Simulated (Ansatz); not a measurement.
# Ag3As (model cell, started as anti-ReO3 type): from the cell to its phonons, part 2 of 3

Aim: the vibrations of Ag3As (model cell, started as anti-ReO3 type), their spectra, and whether the structure is stable.

Ansatz 0.2.0; DFT PBE, scalar-relativistic, plane waves, PAW.

So far. Step 3 (Relaxation, smearing width 0.02 eV): Little changed from the start: no atom moved by 0.005 Å and no cell edge by 0.1 %. The relaxed cell has a = 5.005 Å (conventional setting).

The structure was built from a prototype and need not be the compound's stable phase.

**4. Relaxing to small forces for the phonons**

Phonons need a cell at rest on their own settings, so the relaxation is repeated with tight tolerances on forces and stress, using the mesh and the filling of the phonon run that follows.

The input, input.yaml:

```yaml
crystal:
  lattice:
    - [5.0049222798, 0.0, 0.0]
    - [0.0, 5.0049222798, 0.0]
    - [0.0, 0.0, 5.0049222798]
  atoms:
    - { symbol: As, position: [0.0, 0.0, 0.0] }
    - { symbol: Ag, position: [0.5, 0.0, 0.0] }
    - { symbol: Ag, position: [0.0, 0.5, 0.0] }
    - { symbol: Ag, position: [0.0, 0.0, 0.5] }
kpoints:
  mp_grid: { grid: [6, 6, 6] }
hamiltonian:
  xc: pbe
scf:
  occupations: { method: fixed }
output:
  forces: true
  stress: true
  eigenvalues: true
  write_density: true
  write_potential: true
  elf: true
  volumetric_format: npy
relax:
  adjacent_minimum: "off"
  f_tol: 0.001
  max_steps: 60
  cell: { stress_tol: 0.01 }
```

Run with:

```sh
$ ansatz run input.yaml --threads 4 --pin off --max-ram 7168MiB --backend cpu --events-out ev --progress --plain --runs-dir out
```

Numbers of over 12 decimals in the logs are rounded to 6 here.

The program printed:

```text
[...]
Crystal: 4 atoms, lattice volume = 125.370 Å³
Basis set: ecut = 420 eV, 2469 PW (Γ), exchange–correlation on 72×72×72 points (8 copies of the dense FFT grid, shifted against one another)
Bands: 44, of which v1, the nominal top of the filled ones, is band 36 counted from 1 (35 counted from 0)
Symmetry: 48 space group operations
[...]
k-points: 20 of 216
[...]
k-point 19: bands = [... 32 lower, 3.5425, 5.9413, 5.9413, 5.9413, 8.4044, 8.4044, 8.4044, 12.5194, ... 4 higher]
--- Relaxed structure (2 steps of the walk, 2 accepted, 1 SCFs on fresh bases) ---
[...]
cell:  # Å, volume = 125.2400 Å³
    - [5.003198, 0, 0]
    - [0, 5.003198, 0]
    - [0, 0, 5.003198]
  atoms:
    - { symbol: As, position: [0, 0, 0] }
    - { symbol: Ag, position: [0.5, 0, 0] }
    - { symbol: Ag, position: [0, 0.5, 0] }
    - { symbol: Ag, position: [0, 0, 0.5] }
[key lines of the parts left out:]
SCF converged after 6 iterations
Free energy (F): -27626.722767 eV
Fermi energy:    6.450181 eV
P = ⅓ Tr σ = -0.0044 GPa (-0.044 kbar)
```

It took 5.4 s on 4 threads of Arm Neoverse V1, shared host; peak memory 0.39 GiB.

Little changed from the start: no atom moved by 0.005 Å and no cell edge by 0.1 %.

Numbers from this step:

```yaml
pressure: -0.004362 GPa
gap_on_the_k_mesh: 1.252 eV
volume_per_atom: 31.31 Å³
direct_gap_on_mesh: 1.603 eV
```

Electrostatic potential energy in the ac plane at fractional y = 0.000, with atoms of As and Ag within 0.2 Å of it. With pseudopotentials it is smooth inside the atoms' cores, unlike the true potential.

Ten even steps from '0' (-33 eV) to '9' (12 eV), each cell a mean:
```
97576200147659
65788532468855
67899876789986
78899999999987
45799999999864
02589999999741
00489999999620
01489999999730
23789999999852
67899999999986
78899888899987
56788744578875
86687310258757
98576200047669
```
Columns run along a (5.0 Å; values clipped at the 3rd and 97th percentile), rows up along c (5.0 Å). Atoms in or near the plane, at fractional coordinates: As at (0.00, 0.00), Ag at (0.50, 0.00), Ag at (0.00, 0.50).

ELF in the ac plane at fractional y = 0.000, with atoms of As and Ag within 0.2 Å of it. It is the smooth field of the valence electrons, not physical close to the nuclei.

Ten even steps from '_' (0.03) to '@' (0.82), each cell a mean:
```
::==##++::++%%%%##----****::
**####++::--++**++::--**##**
##****--..::----::..::++****
----::::......::......::----
==--::....____..____....::--
##**==::..__________..::++##
@@##++::..________..::--**%%
@@##==::..__________..--++%%
++==--....__________..::--++
::::::..................::::
++++==--....::::::..::--++++
######==::--==++==::::**####
--++##++::==####**----**##==
::--##++::++@@@@##==--##**::
```
Columns run along a (5.0 Å), rows up along c (5.0 Å). Atoms in or near the plane, at fractional coordinates: As at (0.00, 0.00), Ag at (0.50, 0.00), Ag at (0.00, 0.50).

Valence density in the ac plane at fractional y = 0.000, with atoms of As and Ag within 0.2 Å of it. It is the smooth field of the valence electrons, not physical close to the nuclei.

Values in e/Å³, 14 rows by 14 columns, each cell a mean:
```
17  6  1  0  1  4 12 15  8  2  0  1  2 11
 3  1  1  0  0  1  4  5  3  1  0  0  1  2
 1  0  0  0  0  0  1  1  0  0  0  0  0  1
 1  0  0  0  0  0  0  0  0  0  0  0  0  0
 2  1  0  0  0  0  0  0  0  0  0  0  1  2
10  5  1  0  0  0  0  0  0  0  0  0  3  8
19 10  2  0  0  0  0  0  0  0  0  1  5 15
15  8  2  0  0  0  0  0  0  0  0  1  4 12
 5  3  1  0  0  0  0  0  0  0  0  0  1  4
 1  1  0  0  0  0  0  0  0  0  0  0  0  1
 0  0  0  0  0  0  0  0  0  0  0  0  0  0
 1  1  0  0  0  1  2  2  1  0  0  0  1  1
 9  3  1  0  1  3  8 10  5  1  0  0  1  6
27  9  1  0  1  5 15 19 10  2  1  1  3 17
```
Columns run along a (5.0 Å), rows up along c (5.0 Å). Atoms in or near the plane, at fractional coordinates: As at (0.00, 0.00), Ag at (0.50, 0.00), Ag at (0.00, 0.50).

The forces vanish by symmetry and the pressure is -0.004 GPa, within the tolerances set. The cell now holds 31.31 Å³/atom.

**5. Linear response at the zone centre**

The zone centre comes first: it holds the modes that light can see, as far as symmetry allows. The response to a homogeneous field gives the Born charges and the dielectric tensor, and its change with displacement the Raman tensors.

The input, input.yaml:

```yaml
crystal:
  lattice:
    - [5.0031983723, 0.0, 0.0]
    - [0.0, 5.0031983723, 0.0]
    - [0.0, 0.0, 5.0031983723]
  atoms:
    - { symbol: As, position: [0.0, 0.0, 0.0] }
    - { symbol: Ag, position: [0.5, 0.0, 0.0] }
    - { symbol: Ag, position: [0.0, 0.5, 0.0] }
    - { symbol: Ag, position: [0.0, 0.0, 0.5] }
kpoints:
  mp_grid: { grid: [6, 6, 6] }
hamiltonian:
  xc: pbe
scf:
  occupations: { method: fixed }
output:
  eigenvalues: true
phonons:
  method: dfpt
  dielectric: true
  rigid_motions: translations
  raman: true
```

The program printed:

```text
[...]
Crystal: 4 atoms, lattice volume = 125.240 Å³
Basis set: ecut = 420 eV, 2469 PW (Γ), exchange–correlation on 72×72×72 points (8 copies of the dense FFT grid, shifted against one another)
Bands: 44, of which v1, the nominal top of the filled ones, is band 36 counted from 1 (35 counted from 0)
Symmetry: 48 space group operations
k-points: 80 of 216 (irreducible under 2 space group operations, time reversal used)
[...]
SCF iter   1: F=—  HF=-27626.720641 eV  |F-HF|=—  |Δ(HF+E_count)|=         —  Δρ=1.02e-3  dr2=9.10e-4  ethr=1.77e-3  ⟨swp⟩=4.9  Hψ=10414  notcnv=0  defer=471
[...]
SCF iter  10: F=-27626.722767 eV  HF=-27626.722767 eV  |F-HF|=9.09e-11  |Δ(HF+E_count)|=  3.42e-10  Δρ=1.07e-7  dr2=4.27e-11  ethr=1.00e-12  ⟨swp⟩=12.2  Hψ=19577  notcnv=0
SCF 1 converged in 10 iterations: F = -27626.722767 eV  dr2 = 4.27e-11
[...]
DFPT response loops at Γ: preconditioner auto → none (the input reference at scf.mixing.eps_inf says where Resta's filter doesn't serve); β = 0.50; Broyden in place of MSR1
── the response to a field inside a basis, on 10×10×10 k-points: an SCF that follows is theirs, and a resumed run solves both again ──
Bands: 37, of which v1, the nominal top of the filled ones, is band 36 counted from 1 (35 counted from 0)
k-points: 35
[...]
Eigensolver: Dense (35 Hₖ)
SCF iter   1: F=—  HF=-27626.676749 eV  |F-HF|=—  |Δ(HF+E_count)|=         —  Δρ=2.22e-4  dr2=3.46e-5  ethr=1.00e-1
[...]
SCF iter   9: F=-27626.676757 eV  HF=-27626.676757 eV  |F-HF|=1.86e-10  |Δ(HF+E_count)|=   1.43e-9  Δρ=1.50e-7  dr2=3.74e-11  ethr=1.00e-12
SCF 1 converged in 9 iterations: F = -27626.676757 eV  dr2 = 3.74e-11
[...]
WARN: field response: ε∞ stands inside a basis, on 10×10×10 points; the force constants stand on the 6×6×6 k-mesh, whose period is 10.52 times the interband length at k = (0.0000, -0.5000, -0.5000), direct gap 1.603 eV, under 14: take them and everything formed from them as unconverged, and compare with a denser kpoints.mp_grid
SCF converged after 10 iterations
Free energy (F): -27626.722767 eV
[...]
Internal energy: -27626.722767 eV  (E = F + TS)
E sigma→0 (E₀):  -27626.722767 eV
Fermi energy:    6.450186 eV
[...]
--- Band table (eV; the first three rows and the last of 80) ---
  k-point 0: bands = [... 32 lower, 3.6252, 4.6586, 4.6586, 4.6586, 7.7023, 9.0262, 9.0262, 12.7692, ... 4 higher]
  k-point 1: bands = [... 32 lower, 3.5913, 4.4473, 4.9671, 4.9671, 7.9840, 9.0875, 9.6325, 12.4729, ... 4 higher]
  k-point 2: bands = [... 32 lower, 3.5220, 4.2028, 5.4610, 5.4610, 7.9830, 9.2345, 10.8967, 12.1880, ... 4 higher]
  k-point 79: bands = [... 32 lower, 3.5425, 5.9413, 5.9413, 5.9413, 8.4044, 8.4044, 8.4044, 12.5195, ... 4 higher]
--- Phonons (Γ-DFPT): 3 representative perturbations + reference, on 80 of 216 k-points (Σ response iterations 9) ---
  k mesh reduced under 2 symmetry operations, with k and −k counted as one. Each operation leaves every solved perturbation unchanged. A smaller set is not considered because the run solves the response to a homogeneous field
  ASR residual: 3.830e-5 → 0.000e0 eV/Å²; symmetrization residual: 2.854e-5 eV/Å²
  ASR residual per site (eV/Å²): 3.83e-5 2.72e-5 2.72e-5 2.72e-5
  Γ frequencies (cm⁻¹): -59.19 -59.19 -59.19 -37.42 -37.42 -37.42 0.00 0.00 0.00 248.94 248.94 248.94
  ε∞ (high-frequency dielectric tensor):
        7.113689     0.000000     0.000000
        0.000000     7.113689     0.000000
        0.000000     0.000000     7.113689
  softest optical mode at Γ: -59.19 cm⁻¹; the repairs (sum rule, projections) moved no ω² at Γ by more than (1.18 cm⁻¹)²
  Born effective charges Z* (e; rows j = field, columns β = displacement):
    site 0:
        -1.15726   -0.00000    0.00000
         0.00000   -1.15726    0.00000
         0.00000   -0.00000   -1.15726
    site 1:
         1.26194    0.00000    0.00000
         0.00000   -0.05234    0.00000
        -0.00000   -0.00000   -0.05234
    site 2:
        -0.05234   -0.00000    0.00000
        -0.00000    1.26194    0.00000
         0.00000    0.00000   -0.05234
    site 3:
        -0.05234    0.00000    0.00000
        -0.00000   -0.05234    0.00000
         0.00000    0.00000    1.26194
  Z* charge neutrality: 7.047e-3 e pre-enforcement
  solved inside a basis spanned on kpoints, on 10×10×10 k-points transformed towards the longest dipole: ε∞ is read to err by 3.7e-2, Z* by 2.5e-2 e (field_mesh: kpoints solves on kpoints); Z* is corrected for what the basis lacks
  Raman tensors (in the event stream and the table raman_tensors.tsv): an entry may err by 2.1e-2 Å², one of the second-order susceptibility by 5.7e-19 pm/V (basis, points and sum rule); their sum over the sites missed zero by 4.009e-20 Å² ahead of its enforcement
  optical modes at Γ without the LO–TO term, one row a degenerate level:
      ω (cm⁻¹)  modes    IR ((D/Å)²/amu)  static Raman (Å⁴/amu)  depolarisation
        -59.19      3             0.0011                 0.0000               —
        -37.42      3             0.0000                 0.0000               —
        248.94      3             2.2614                 0.0000               —
  optical modes at Γ + LO–TO along q̂ = [1.0000, 0.0000, 0.0000]:
      ω (cm⁻¹)  modes    IR ((D/Å)²/amu)  static Raman (Å⁴/amu)  depolarisation
        -59.19      2             0.0007                 0.0000               —
        -59.19      1             0.0003                 0.0000               —
        -37.42      3             0.0000                 0.0000               —
        248.94      2             1.5076                 0.0000               —
        252.54      1             0.7538                 0.0000               —
  optical modes at Γ + LO–TO along q̂ = [0.0000, 1.0000, 0.0000]:
      ω (cm⁻¹)  modes    IR ((D/Å)²/amu)  static Raman (Å⁴/amu)  depolarisation
        -59.19      2             0.0007                 0.0000               —
        -59.19      1             0.0003                 0.0000               —
        -37.42      3             0.0000                 0.0000               —
        248.94      2             1.5076                 0.0000               —
        252.54      1             0.7538                 0.0000               —
  optical modes at Γ + LO–TO along q̂ = [0.0000, 0.0000, 1.0000]:
      ω (cm⁻¹)  modes    IR ((D/Å)²/amu)  static Raman (Å⁴/amu)  depolarisation
        -59.19      2             0.0007                 0.0000               —
        -59.19      1             0.0003                 0.0000               —
        -37.42      3             0.0000                 0.0000               —
        248.94      2             1.5076                 0.0000               —
        252.54      1             0.7538                 0.0000               —
```

Elapsed: 6.2 min, on 4 threads; peak memory 1.8 GiB.

The column dr2 measures how far the density is from self-consistency, as an energy; F and HF (Harris–Foulkes) agree once it is small.

Numbers from this step:

| Property | Result |
| --- | --- |
| sum-rule residual before enforcement | 3.83e-5 eV/Å² |
| miss of the charge sum rule | 0.007047 e |
| estimated error of the dielectric tensor | 0.03680 |
| estimated error of the Born charges | 0.02469 e |
| point group | m-3m |
| highest optical mode at the zone centre (no LO-TO term) | 248.9 cm⁻¹ |
| lowest optical zone-centre mode | -59.19 cm⁻¹ |
| mean high-frequency dielectric constant | 7.114 |
| largest Born charge (third of the trace) | -1.157 e |
| top of the zone-centre spectrum with the field | 252.5 cm⁻¹ |

Without the LO-TO term. Patterns of degenerate modes are one choice out of their space. The modes at Γ (shares of kinetic energy by element, %) (negative means imaginary):

| mode | frequency (cm⁻¹) | symmetry | As % | Ag % |
| --- | --- | --- | --- | --- |
| 1 | -59.2 | T1u | 25 | 75 |
| 2 | -59.2 | T1u | 25 | 75 |
| 3 | -59.2 | T1u | 25 | 75 |
| 4 | -37.4 | T2u | 0 | 100 |
| 5 | -37.4 | T2u | 0 | 100 |
| 6 | -37.4 | T2u | 0 | 100 |
| 7 | 0.0 | acoustic | 19 | 81 |
| 8 | 0.0 | acoustic | 19 | 81 |
| 9 | 0.0 | acoustic | 19 | 81 |
| 10 | 248.9 | T1u | 56 | 44 |
| 11 | 248.9 | T1u | 56 | 44 |
| 12 | 248.9 | T1u | 56 | 44 |

Displacements in mode 2 (-59.2 cm⁻¹), the largest set to 1:
```
As1 -0.49  0.11  1.00
Ag2 -0.45 -0.09 -0.80
Ag3  0.39  0.10 -0.80
Ag4  0.39 -0.09  0.91
```

Displacements in mode 4 (-37.4 cm⁻¹), the largest set to 1:
```
As1  0.00  0.00  0.00
Ag2  0.00  0.11  0.24
Ag3 -1.00  0.00 -0.24
Ag4  1.00 -0.11  0.00
```

Optical modes at the zone centre, without and with the macroscopic field of the longitudinal modes; each column is sorted by frequency, so a row need not hold one and the same mode. Modes with and without the field, by row:

| rank among optical modes | no field (cm⁻¹) | q along (1, 0, 0) (cm⁻¹) |
| --- | --- | --- |
| 1 | -59.2 | -59.2 |
| 2 | -59.2 | -59.2 |
| 3 | -59.2 | -59.2 |
| 4 | -37.4 | -37.4 |
| 5 | -37.4 | -37.4 |
| 6 | -37.4 | -37.4 |
| 7 | 248.9 | 248.9 |
| 8 | 248.9 | 248.9 |
| 9 | 248.9 | 252.5 |

Born charge (rows field, columns displacement) (e), principal values of the symmetric part by kind of site:

| atom | atoms with these values | low | middle | high | mean |
| --- | --- | --- | --- | --- | --- |
| As1 | 1 | -1.16 | -1.16 | -1.16 | -1.16 |
| Ag2 | 3 | -0.05 | -0.05 | 1.26 | 0.39 |

In full for As1:

```
-1.16  0.00  0.00
 0.00 -1.16  0.00
 0.00  0.00 -1.16
```

High-frequency dielectric tensor:

```
7.11 0.00 0.00
0.00 7.11 0.00
0.00 0.00 7.11
```

Transverse modes; imaginary modes are left out. Lines of the infrared spectrum (strongest = 100):

| position (cm⁻¹) | label | relative intensity |
| --- | --- | --- |
| 249 | T1u | 100 |

Before it was imposed, the acoustic sum rule was missed by 3.8e-5 eV/Å² and the charge sum rule by 0.0070 e. Small misses are needed for a sound result but don't prove that mesh and cutoff are converged. The lowest optical mode is imaginary, 59.2i cm⁻¹, so the energy falls along it.

The log warns of the k mesh: “the force constants stand on the 6×6×6 k-mesh, whose period is 10.52 times the interband length at k = (0.0000, -0.5000, -0.5000), direct gap 1.603 eV, under 14: take them and everything formed from them as unconverged”.

(Part 2 of 3 ends here.)

[Logs are printed without paths, hosts, clocks, repeated set-up lines and the standing remarks that a program may print on its own settings, such as how far it seeks lower states.]

[Hosts, paths, dates, database ids (printed as entryN), source tags and the programs' standing remarks are cut or masked in the printed files.]
